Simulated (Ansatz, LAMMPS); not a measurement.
## Forces and charges in liquid mixture of sulfolane and H2O at 300 K (192 atoms)

Wanted: forces, charges and levels of liquid mixture of sulfolane and H2O at 300 K (192 atoms).

Main program and level: Ansatz 0.2.0; Kohn-Sham DFT, PBEsol, PAW (set soft_2), plane waves.

### 1. The starting structure

The cell holds 192 atoms: 28 O, 12 S, 48 C and 104 H. Its edges and angles: a = 12.640 Å, b = 12.640 Å, c = 12.640 Å, α = 90.0°, β = 90.0°, γ = 90.0°. 12 sulfolane, 4 H2O placed at random, at 1.25 g/cm³; overlaps pushed apart, then 10 ps at 450 K with MMFF94 bonds, angles, torsions, charges and radii (Halgren, J. Comput. Chem. 17, 490 (1996)) in harmonic and 12-6 forms; SPC/E water (Berendsen, Grigera and Straatsma, J. Phys. Chem. 91, 6269 (1987)). Snapshot after 20 ps at 300 K and fixed volume.

What the set-up can't give: The network of contacts between molecules at the start is that of the classical potential that made the cell, and needn't be the one that DFT or experiment would give. The functional has no dispersion term, which matters for the binding between molecules or layers. The density was typed from a rule of thumb and may lie off the real one at this temperature. The Brillouin zone is sampled at Γ only, in a cell whose shortest periodic width is 13 Å.

### 2. Making the structure

A classical potential makes the cell, at a small fraction of what the same run would cost in DFT.

This step: classical MD, MMFF94 bonds, angles, torsions, charges and radii (Halgren, J. Comput. Chem. 17, 490 (1996)) in harmonic and 12-6 forms; SPC/E water (Berendsen, Grigera and Straatsma, J. Phys. Chem. 91, 6269 (1987)) (LAMMPS 22 Jul 2025 - Update 4).

The input, in.lmp:

```
# liquid mixture of sulfolane and H2O
units real
atom_style full
boundary p p p
bond_style harmonic
angle_style harmonic
dihedral_style opls
improper_style harmonic
special_bonds lj 0 0 0.5 coul 0 0 0.75
read_data data.lmp
neigh_modify delay 0 every 1 check yes one 4000
comm_modify cutoff 12.0
timestep 0.5
thermo_style custom step time temp pe press density
thermo_modify norm yes
# push overlapping molecules apart
pair_style soft 2.6
pair_coeff * * 0.0
variable a equal ramp(1,60)
fix ad all adapt 1 pair soft a * * v_a
velocity all create 450 5276 mom yes dist gaussian
fix lim all nve/limit 0.03
fix lan all langevin 450 450 50 5277 zero yes
thermo 1000
run 3000 post no
unfix ad
pair_style lj/cut/coul/long 9.0
pair_modify mix arithmetic tail yes
pair_coeff 1 1 0.0763 3.0960   # O
pair_coeff 2 2 0.2681 3.4180   # S
pair_coeff 3 3 0.0678 3.3680   # C
pair_coeff 4 4 0.0216 2.5400   # H
pair_coeff 5 5 0.1553 3.1660   # O
pair_coeff 6 6 0.0000 1.0000   # H
# [... 19 lines left out ...]
compute msd all msd com yes
thermo 5000
fix md all nvt temp 300 300 100
run 20000 post no
print "== T300: mean square displacement over the hold $(c_msd[4]:%.2f) A^2"
unfix md
uncompute msd
write_dump all custom T300.dump id type xs ys zs modify sort id
```

Started as:

```bash
> lmp -in in.lmp -log none -nocite
```

Numbers of over 12 decimals in the logs are rounded to 6 here.

Output:

```text
LAMMPS (22 Jul 2025 - Update 4)
Reading data file ...
  orthogonal box = (0 0 0) to (12.6398 12.6398 12.6398)
  192 atoms
  orthogonal box = (0 0 0) to (12.6398 12.6398 12.6398)
  188 bonds
  364 angles
  492 dihedrals
   Step          Time           Temp          PotEng         Press         Density
         0   0              450            0.43640294    -897.26852      1.2449997
      1000   500            426.84759      1.6313204      27749.663      1.2449997
      2000   1000           412.08604      1.595537       33763.913      1.2449997
      3000   1500           424.82716      1.6793192      20209.288      1.2449997
[... 29 lines left out ...]
Loop time of 7.05518 s on 1 MPI rank(s) for 10000 steps with 192 atoms
   Step          Time           Temp          PotEng         Press         Density
[... 4 lines left out ...]
Loop time of 3.4321 s on 1 MPI rank(s) for 5000 steps with 192 atoms
   Step          Time           Temp          PotEng         Press         Density
[... 2 lines left out ...]
     25000   24000          297.41263     -0.20955351    -3131.2338      1.2449997
     30000   29000          301.9571      -0.28693126     6334.0763      1.2449997
     35000   34000          305.65861     -0.27522003     3638.746       1.2449997
     37000   36000          292.04405     -0.23161733    -901.98154      1.2449997
Loop time of 13.7329 s on 1 MPI rank(s) for 20000 steps with 192 atoms
== T300: mean square displacement over the hold 4.33 A^2
```

The job ended after 27 s (1 thread of Arm Neoverse V2, shared host; peak memory 0.13 GiB).

The input also reads data.lmp (atoms, bonds and types; not printed here).

### 3. Plane-wave single point

One self-consistent run at the given positions yields energy and forces.

The input, input.yaml:

```yaml
crystal:
  lattice:
    - [12.6398, 0.0, 0.0]
    - [0.0, 12.6398, 0.0]
    - [0.0, 0.0, 12.6398]
  atoms:
    - { symbol: O, position: [0.79257, 0.20675, 0.94118] }
    - { symbol: S, position: [0.88369, 0.27545, 0.9562] }
    - { symbol: O, position: [0.90589, 0.31841, 0.06173] }
    - { symbol: C, position: [0.87204, 0.38742, 0.8651] }
    - { symbol: C, position: [0.96757, 0.37732, 0.79293] }
    - { symbol: C, position: [0.98556, 0.25964, 0.77696] }
    - { symbol: C, position: [0.98771, 0.21263, 0.89211] }
    - { symbol: H, position: [0.7879, 0.38998, 0.83107] }
    - { symbol: H, position: [0.8849, 0.45778, 0.9105] }
    - { symbol: H, position: [0.03595, 0.4148, 0.83495] }
    - { symbol: H, position: [0.95706, 0.40426, 0.71551] }
    - { symbol: H, position: [0.91556, 0.2272, 0.73527] }
    - { symbol: H, position: [0.05093, 0.23542, 0.72255] }
    - { symbol: H, position: [0.0603, 0.23659, 0.92754] }
    - { symbol: H, position: [0.9703, 0.12475, 0.89132] }
    - { symbol: O, position: [0.57842, 0.7553, 0.55892] }
    - { symbol: S, position: [0.53341, 0.80679, 0.46494] }
    - { symbol: O, position: [0.5196, 0.75024, 0.3678] }
    - { symbol: C, position: [0.60585, 0.9208, 0.4525] }
    - { symbol: C, position: [0.53009, 0.00885, 0.41482] }
    - { symbol: C, position: [0.43717, 0.98764, 0.49126] }
    - { symbol: C, position: [0.41609, 0.86906, 0.49254] }
    - { symbol: H, position: [0.6312, 0.93699, 0.53016] }
    - { symbol: H, position: [0.67695, 0.90793, 0.40526] }
    - { symbol: H, position: [0.50535, 0.9956, 0.33613] }
    - { symbol: H, position: [0.55734, 0.08724, 0.4291] }
    - { symbol: H, position: [0.4589, 0.02004, 0.56388] }
    - { symbol: H, position: [0.36568, 0.03506, 0.47278] }
    - { symbol: H, position: [0.35563, 0.84676, 0.43157] }
    - { symbol: H, position: [0.38854, 0.83813, 0.56911] }
    - { symbol: O, position: [0.73594, 0.20537, 0.42695] }
    - { symbol: S, position: [0.82187, 0.13107, 0.43486] }
    [... 154 atom lines left out ...]
    - { symbol: O, position: [0.53586, 0.60571, 0.20675] }
    - { symbol: H, position: [0.52612, 0.66833, 0.25412] }
    - { symbol: H, position: [0.52201, 0.53937, 0.24757] }
    - { symbol: O, position: [0.24945, 0.32846, 0.94048] }
    - { symbol: H, position: [0.27005, 0.25292, 0.92918] }
    - { symbol: H, position: [0.22915, 0.3609, 0.87124] }
kpoints:
  mp_grid: { grid: [1, 1, 1] }
hamiltonian:
  xc: pbesol
scf:
  occupations: { method: gaussian, width: 0.025 }
output:
  forces: true
  stress: true
  populations: intrinsic
  dos:
    method: { smearing: { sigma: 0.15 } }
    de: 0.1
    projected: { site_lists: { C: [C], H: [H], O: [O], S: [S] } }
  eigenvalues: true
  write_density: true
  write_potential: true
  volumetric_format: npy
```

Started as:

```bash
> ansatz run input.yaml --threads 8 --pin off --max-ram 15872MiB --backend cpu --events-out ev --progress --plain --runs-dir out
```

Output:

```text
Engine: ansatz 0.2.0, aarch64-unknown-linux-gnu
Pseudopotentials: kind: paw
Pseudopotential: O, paw, valence charge 6, recommended cutoff 420 eV (normal), O.paw.azcp
Pseudopotential: S, paw, valence charge 6, recommended cutoff 420 eV (normal), S.paw.azcp
Pseudopotential: C, paw, valence charge 4, recommended cutoff 420 eV (normal), C.paw.azcp
Pseudopotential: H, paw, valence charge 1, recommended cutoff 420 eV (normal), H.paw.azcp
[... 3 lines on functional and potentials left out ...]
Crystal: 192 atoms, lattice volume = 2019.392 Å³
Basis set: ecut = 420 eV, 39607 PW (Γ), exchange–correlation on 180×180×180 points (8 copies of the dense FFT grid, shifted against one another)
Bands: 460, of which v1, the nominal top of the filled ones, is band 268 counted from 1 (267 counted from 0)
Symmetry: 1 space group operations
Space group: P1 (ITA 1), of the structure as read, at distance tolerance 1.3e-4 Å
k-points: 1
[... 12 lines on functional and potentials left out ...]
Initial density: superposition of atomic densities (neutral atoms: chi_scale 0, normalization atom), corrected by the library's trained network
Initial wavefunctions: pseudopotential atomic-orbital guess
Functional: x = pbesol(κ = 0.804, μ = 0.123457), c = pbesol(β = 0.046)
SCF iter   1: F=—  HF=-39786.478452 eV  |F-HF|=—  |Δ(HF+E_count)|=         —  Δρ=6.10e-3  dr2=7.53e-1  ethr=1.77e-3  ⟨swp⟩=6.0  Hψ=2237  notcnv=0  defer=68
preconditioner: auto → Resta (q_TF=auto, 2.187 Å⁻¹)  ε∞=2.5  [insulator: Δε(μ)=5.128 eV  Ē_g=15.190 eV  σ=0.025 eV  W_gap=1.00  n_scr=364 (ndim 8)  ℏωp=18.7 eV  f_vac=0.230  D(μ)=0.00/eV (n_scr^D=0)  ε∞_Penn≈2.5]
SCF iter   2: F=—  HF=-39786.320990 eV  |F-HF|=—  |Δ(HF+E_count)|=   1.57e-1  Δρ=3.40e-3  dr2=1.80e-1  ethr=1.40e-4  ⟨swp⟩=2.0  Hψ=618  notcnv=0  defer=187
SCF iter   3: F=—  HF=-39786.325742 eV  |F-HF|=—  |Δ(HF+E_count)|=   4.75e-3  Δρ=1.54e-3  dr2=5.60e-2  ethr=3.36e-5  ⟨swp⟩=4.0  Hψ=546  notcnv=0  defer=187
SCF iter   4: F=—  HF=-39786.318838 eV  |F-HF|=—  |Δ(HF+E_count)|=   6.90e-3  Δρ=5.16e-4  dr2=5.61e-3  ethr=1.04e-5  ⟨swp⟩=2.0  Hψ=544  notcnv=0  defer=187
SCF iter   5: F=—  HF=-39786.319682 eV  |F-HF|=—  |Δ(HF+E_count)|=   8.44e-4  Δρ=2.11e-4  dr2=1.25e-3  ethr=1.05e-6  ⟨swp⟩=2.0  Hψ=798  notcnv=0  defer=187
SCF iter   6: F=—  HF=-39786.320275 eV  |F-HF|=—  |Δ(HF+E_count)|=   5.94e-4  Δρ=1.74e-4  dr2=5.87e-4  ethr=2.33e-7  ⟨swp⟩=2.0  Hψ=543  notcnv=0  defer=187
SCF iter   7: F=—  HF=-39786.320228 eV  |F-HF|=—  |Δ(HF+E_count)|=   4.73e-5  Δρ=3.65e-5  dr2=3.50e-5  ethr=1.09e-7  ⟨swp⟩=2.0  Hψ=538  notcnv=0  defer=187
SCF iter   8: F=—  HF=-39786.320599 eV  |F-HF|=—  |Δ(HF+E_count)|=   3.71e-4  Δρ=2.32e-5  dr2=9.53e-6  ethr=6.53e-9  ⟨swp⟩=2.0  Hψ=541  notcnv=0  defer=187
SCF iter   9: F=—  HF=-39786.320598 eV  |F-HF|=—  |Δ(HF+E_count)|=   2.43e-7  Δρ=6.07e-6  dr2=8.41e-7  ethr=1.78e-9  ⟨swp⟩=2.0  Hψ=537  notcnv=0  defer=187
SCF iter  10: F=—  HF=-39786.320599 eV  |F-HF|=—  |Δ(HF+E_count)|=   3.54e-7  Δρ=2.64e-6  dr2=1.51e-7  ethr=1.57e-10  ⟨swp⟩=2.0  Hψ=530  notcnv=0  defer=187
SCF iter  11: F=-39786.320599 eV  HF=-39786.320599 eV  |F-HF|=4.37e-8  |Δ(HF+E_count)|=   5.11e-8  Δρ=1.94e-6  dr2=6.98e-8  ethr=1.87e-11  ⟨swp⟩=22.0  Hψ=3915  notcnv=0
SCF 1 converged in 11 iterations: F = -39786.320599 eV  dr2 = 6.98e-8
  greatest PAW one-centre occupation: 0.881 electrons in one spin orbital (limit 2), on the O atom at site 165 (counted from 0), in its partial waves of l = 0
WARN: The input density's exchange-correlation potential varies sharply where the density is thin. Do not read a vacuum level from v_tot or v_xc, or from such a field of the output density. On a cell that repeats whose density bears no net charge and no dipole along the vacuum's axis use v_es (v_loc + v_h of the components); [...]
SCF converged after 11 iterations
Free energy (F): -39786.320599 eV
Harris-Foulkes:  -39786.320599 eV  (|F-HF|=4.37e-8)
Internal energy: -39786.320599 eV  (E = F + TS)
E sigma→0 (E₀):  -39786.320599 eV
Fermi energy:    2.029213 eV
--- Per-component energies (eV) ---
  E_band       = -3982.447382
  E_kinetic    = 12154.940783
  E_local      = -38394.766148  (includes V_loc(G=0)·N_el)
  E_nonlocal   = 3161.685733
  E_hartree    = 14157.053401
  E_xc         = -6422.943585
  E_vxc        = -7732.853712  (∫ρ·V_xc dr)
  E_paw        = -15930.318943  (= ΣΔE_a)
  E_vpaw       = -1485.487241  (= ΣTr[D̂ρ^β])
  E_aug_tail   = -0.069200  (compensation charges beyond the density's cutoff)
  E_ewald      = -8514.646917
  E_core_change = 2.744277  (= ΣΔE_core)
  E_smearing   = -0.000000  (= −TS)
  E_closure    = 0.000000  (closes the sum)
  Σ components = -39786.320599   (vs F -39786.320599, Δ=0.00e0)
--- Forces (eV/Å), atoms counted from 1 ---
  atom   1  O     -0.38848335    -0.17675234     0.30247492
  atom   2  S     -1.30089566     1.25688396    -0.19422929
  atom   3  O      0.05540978    -0.71401746    -0.38139877
  atom   4  C     -0.78140338    -0.12578976    -0.41893421
  atom   5  C      0.42227760    -1.21886896     1.22696036
  atom   6  C     -0.49559979    -0.99502628     0.60084772
  atom   7  C      0.07746067    -1.30695734    -2.11221018
  atom   8  H      1.38930640    -0.36611063     0.17135931
  atom   9  H     -0.27942969     0.77593719     0.79711901
  atom  10  H     -0.29037136    -0.16713737    -0.65108819
  atom  11  H     -0.32028489     1.52191279    -1.61940375
  atom  12  H     -0.14365405     0.09603000     0.18603618
  atom  13  H      0.10850971     0.38659719     0.86208442
  atom  14  H      1.22575485    -0.08787037     0.72462163
[...]
atom 191  H     -0.47719597     0.54749480    -0.43886277
  atom 192  H      0.31020915    -0.78231117     0.73397302
  max |Σ_I F_I| component: 1.58e-4 eV/Å
--- Stress (GPa, compression-positive) ---
        3.741505       0.423226      -0.433242
        0.423225       1.678220      -0.299833
       -0.433242      -0.299832       3.073443
  P = ⅓ Tr σ = 2.8311 GPa (28.311 kbar)
--- Band table (eV) ---
  k-point 0: bands = ["-22.6676", "-22.4649", "-22.3764", "-22.3627", [... 444 levels ...], "11.3765", "11.3992", "11.4215", "11.4640", "11.5094", "11.5468", "11.5834", "11.5899", "11.6314", "11.6624", "11.6667", "11.7336"]
--- intrinsic populations: 192 sites ---
  site symbol       q [e]
     0      O      6.9232
     1      S      3.9770
     2      O      6.9011
[...]
191      H      0.6192
  spilling = 0.000000 (of n_electrons = 536.000000)
```

Run time: 20 s. Hardware: 8 threads of Arm Neoverse V2, shared host; peak memory 2.9 GiB.

The program notes that the exchange-correlation potential is rough where the density is thin.

The run gave:

| Property | Result |
| --- | --- |
| free energy | -39786.3206 eV |
| free energy per atom | -207.2204 eV/atom |
| SCF cycles | 11 |
| pressure | 2.831 GPa |
| r.m.s. force component | 0.8492 eV/Å |
| longest force | 4.501 eV/Å |
| Fermi energy | 2.029 eV |
| gap (highest filled to lowest empty level) | 5.136 eV |

Neighbours are counted within 1.34 Å (H-C), 1.21 Å (H-O), 1.85 Å (C-C), 2.21 Å (C-S), 1.88 Å (O-S).

Length of the force by element and coordination:

| element | coordination | atoms | mean length of the force (eV/Å) | spread | least | most |
| --- | --- | --- | --- | --- | --- | --- |
| C | all | 48 | 1.79 | 0.800 | 0.179 | 4.50 |
| H | all | 104 | 1.03 | 0.545 | 0.203 | 3.59 |
| O | all | 28 | 0.950 | 0.518 | 0.450 | 2.40 |
| O | 1 | 24 | 1.02 | 0.529 | 0.523 | 2.40 |
| O | 2 | 4 | 0.542 | 0.073 | 0.450 | 0.650 |
| S | all | 12 | 2.02 | 0.802 | 0.777 | 3.86 |

Intrinsic-atomic-orbital charges by element and coordination:

| element | coordination | atoms | mean charge (e) | spread | least | most |
| --- | --- | --- | --- | --- | --- | --- |
| C | all | 48 | -0.450 | 0.123 | -0.614 | -0.295 |
| H | all | 104 | 0.213 | 0.0509 | 0.153 | 0.384 |
| O | all | 28 | -0.894 | 0.0333 | -0.944 | -0.807 |
| O | 1 | 24 | -0.906 | 0.0153 | -0.944 | -0.867 |
| O | 2 | 4 | -0.822 | 0.0124 | -0.840 | -0.807 |
| S | all | 12 | 2.04 | 0.0241 | 2.01 | 2.09 |

Density of states as counts of states in windows of 1 eV (from the Fermi level), total and the larger projections:

| from (eV) | to (eV) | total | C p | O p | H s | S p |
| --- | --- | --- | --- | --- | --- | --- |
| -10 | -9 | 27.9 | 12.0 | 5.8 | 4.7 | 3.0 |
| -9 | -8 | 34.7 | 13.2 | 8.7 | 5.4 | 3.2 |
| -8 | -7 | 71.7 | 28.3 | 18.8 | 12.0 | 6.9 |
| -7 | -6 | 29.1 | 12.9 | 6.9 | 5.6 | 2.0 |
| -6 | -5 | 63.3 | 37.2 | 10.6 | 13.1 | 0.4 |
| -5 | -4 | 66.3 | 19.0 | 34.3 | 9.8 | 0.2 |
| -4 | -3 | 57.6 | 11.2 | 39.3 | 4.5 | 0.5 |
| -3 | -2 | 9.4 | 1.8 | 6.9 | 0.3 | 0.0 |
| -2 | 2 | 0.0 | 0.0 | 0.0 | 0.0 | 0.0 |
| 2 | 3 | 11.6 | 1.3 | 1.0 | 3.2 | 1.4 |
| 3 | 4 | 42.5 | 5.5 | 4.2 | 10.7 | 6.7 |
| 4 | 5 | 59.7 | 10.5 | 5.1 | 12.6 | 9.1 |

Between -25 and -10 eV lie 176 more states.

The levels nearest the highest filled one (over half full), pooled over k-points and spins:

| level less the highest filled one (eV) | occupation |
| --- | --- |
| -0.509 | 2 |
| -0.435 | 2 |
| -0.402 | 2 |
| -0.260 | 2 |
| -0.0409 | 2 |
| 0 | 2 |
| 5.14 | 0 |
| 5.29 | 0 |
| 5.37 | 0 |
| 5.44 | 0 |
| 5.46 | 0 |
| 5.56 | 0 |

Valence density in the ac plane at fractional y = 0.112, with atoms of H and C and S and O within 0.2 Å of it. It is the smooth field of the valence electrons, not physical close to the nuclei.

Values in e/Å³, 13 rows by 16 columns, each cell a mean:
```
0.1 0.0 0.0 0.1 0.8 0.3 0.1 0.5 0.4 0.0 0.0 0.0 0.1 0.1 0.0 0.2
0.2 0.0 0.0 0.4 4.2 1.8 0.5 1.0 0.7 0.1 0.0 0.0 0.0 0.0 0.1 0.6
0.0 0.0 0.0 0.1 0.7 0.9 0.9 0.7 1.3 1.3 0.6 0.0 0.0 0.0 0.0 0.0
0.0 0.0 0.0 0.0 0.2 0.6 0.4 0.2 1.0 0.8 0.2 0.0 0.0 0.0 0.0 0.0
0.0 0.0 0.0 0.0 0.0 0.1 0.0 0.0 0.1 0.1 0.0 0.0 0.0 0.0 0.0 0.0
0.1 0.0 0.0 0.0 0.0 0.0 0.0 0.0 0.0 0.0 0.0 0.0 0.1 0.1 0.1 0.2
0.1 0.0 0.0 0.0 0.0 0.0 0.0 0.0 0.1 0.1 0.0 0.1 0.6 0.8 0.4 0.3
0.9 0.5 0.0 0.0 0.0 0.0 0.0 0.0 0.3 0.3 0.0 0.2 0.7 1.0 0.5 0.3
0.5 0.2 0.0 0.0 0.0 0.0 0.0 0.0 0.1 0.1 0.0 0.0 0.3 1.3 1.3 0.5
0.3 0.0 0.0 0.1 0.1 0.0 0.1 0.0 0.1 0.2 0.1 0.0 0.4 1.4 0.9 0.6
0.1 0.0 0.1 0.6 0.5 0.1 0.0 0.0 0.0 0.1 0.1 0.0 0.1 0.1 0.1 0.2
0.0 0.0 0.0 0.4 0.4 0.0 0.0 0.0 0.1 0.5 0.2 0.0 0.0 0.0 0.0 0.0
0.0 0.0 0.0 0.0 0.0 0.0 0.0 0.0 0.0 0.1 0.0 0.0 0.0 0.0 0.0 0.0
```
Columns run along a (12.6 Å), rows up along c (12.6 Å). Atoms in or near the plane, at fractional coordinates: H at (0.97, 0.89), C at (0.87, 0.31), H at (0.81, 0.25), H at (0.24, 0.15), S at (0.35, 0.79), O at (0.28, 0.89), C at (0.55, 0.77), H at (0.63, 0.79), H at (0.49, 0.93).

Electrostatic potential energy in the ac plane at fractional y = 0.112, with atoms of H and C and S and O within 0.2 Å of it. With pseudopotentials it is smooth inside the atoms' cores, unlike the true potential.

Values in eV, 13 rows by 16 columns, each cell a mean:
```
  5   6   6   6  -2   4   5  -8  -6   5   6   6   6   6   5   2
  2   6   6   3 -32 -21  -4 -13  -5   4   5   6   6   6   4 -14
  5   5   6   5 -10 -35 -26  -6 -21 -19 -11   5   6   6   5   4
  5   5   5   5   1 -13  -7   1 -15 -11   4   6   6   6   5   5
  5   5   6   6   6   5   5   5   4   4   6   6   6   6   5   4
  4   5   6   6   6   6   5   5   5   5   6   6   6   5   4   0
  4   5   6   6   6   5   5   5   4   4   6   5  -9 -19  -2   2
 -8  -2   5   6   6   6   6   5  -1  -2   6   4 -22 -33  -8   1
 -1   3   5   5   6   6   6   6   4   3   5   5   0 -20 -21  -2
  2   5   5   5   5   6   6   6   4   0   5   5  -6 -22 -13  -3
  1   5   5  -4  -3   5   5   5   5   4   5   5   3   3   4   2
  6   6   5  -3  -1   5   5   5   4  -9   3   5   5   5   5   5
  6   6   6   6   6   5   5   4   4   4   5   6   6   6   5   5
```
Columns run along a (12.6 Å; values clipped at the 3rd and 97th percentile), rows up along c (12.6 Å). Atoms in or near the plane, at fractional coordinates: H at (0.97, 0.89), C at (0.87, 0.31), H at (0.81, 0.25), H at (0.24, 0.15), S at (0.35, 0.79), O at (0.28, 0.89), C at (0.55, 0.77), H at (0.63, 0.79), H at (0.49, 0.93).

Mean intrinsic-atomic-orbital charges: C -0.45, H +0.21, O -0.89, S +2.04 e. The largest share in the top eV of filled states is O p (67 % of the projected weight), and in the lowest eV of empty states H s (34 % of the projected weight).

(Part 1 of 2 ends here.)

[Logs are printed without paths, hosts, clocks, repeated set-up lines and the standing remarks that a program may print on its own settings, such as how far it seeks lower states.]

[Hosts, paths, dates, database ids (printed as entryN), source tags and the programs' standing remarks are cut or masked in the printed files.]

[The MMFF94 radii named for the starting cell were scaled by 0.96; in molecules described by MMFF94, hydrogen bound to N, O or S took a small fixed 12-6 site in their place.]
